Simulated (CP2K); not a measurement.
Two runs for the C K edge of 4-methoxypyridine. Run A: CP2K XAS_TDP, all-electron GAPW, PBEh(45%), aug-cc-pVDZ, TDA, no relativity. Run B differs in one setting.

First lines with a strength over 0.0015. A:

```csv
atom,energy (eV),states,"strength, one atom"
C1 (bonded to O and 3 H),285.09,1,0.0403
,285.78,1,0.0122
,286.04,1,0.0048
,286.13,1,0.0254
,286.44,1,0.0093
C3 (bonded to 2 C and O),283.01,1,0.0638
,286.74,1,0.0138
,286.78,1,0.0063
,287.41,1,0.0015
,288.76,1,0.0043
C4 (bonded to 2 C and H),281.51,1,0.0470
,284.39,1,0.0109
,285.07,1,0.0023
,285.57,1,0.0023
,286.37,1,0.0045
"C5 (bonded to C, N and H)",281.77,1,0.0581
,285.25,1,0.0113
,286.02,1,0.0020
,286.67,1,0.0017
,287.23,1,0.0022
```

B:

```csv
atom,energy (eV),states,"strength, one atom"
C1 (bonded to O and 3 H),291.69,1,0.0394
,292.38,1,0.0119
,292.63,1,0.0047
,292.73,1,0.0248
,293.04,1,0.0091
C3 (bonded to 2 C and O),288.64,1,0.0626
,292.37,1,0.0135
,292.41,1,0.0062
,293.04,1,0.0015
,294.39,1,0.0043
C4 (bonded to 2 C and H),287.25,1,0.0461
,290.13,1,0.0107
,290.81,1,0.0023
,291.31,1,0.0023
,292.11,1,0.0044
"C5 (bonded to C, N and H)",287.57,1,0.0569
,291.05,1,0.0110
,291.82,1,0.0019
,292.46,1,0.0017
,293.03,1,0.0022
```

**Question.** Which was it: GW2X switched on, the functional, the basis, scalar relativity switched on?

GW2X switched on. GW2X shifts an atom's lines together and keeps their spacings. Against PBEh(45%) in aug-cc-pVDZ, the leading lines move by +6.60 eV (C1, to 291.69), +5.63 eV (C3, to 288.64), +5.74 eV (C4, to 287.25) and +5.80 eV (C5, to 287.57).

[Banner, clock and machine lines of the logs are left out without a mark of their own.]

[Logs are printed without paths, hosts, clocks, repeated set-up lines and the standing remarks that a program may print on its own settings, such as how far it seeks lower states.]

[Hosts, paths, dates, database ids (printed as entryN), source tags and the programs' standing remarks are cut or masked in the printed files.]
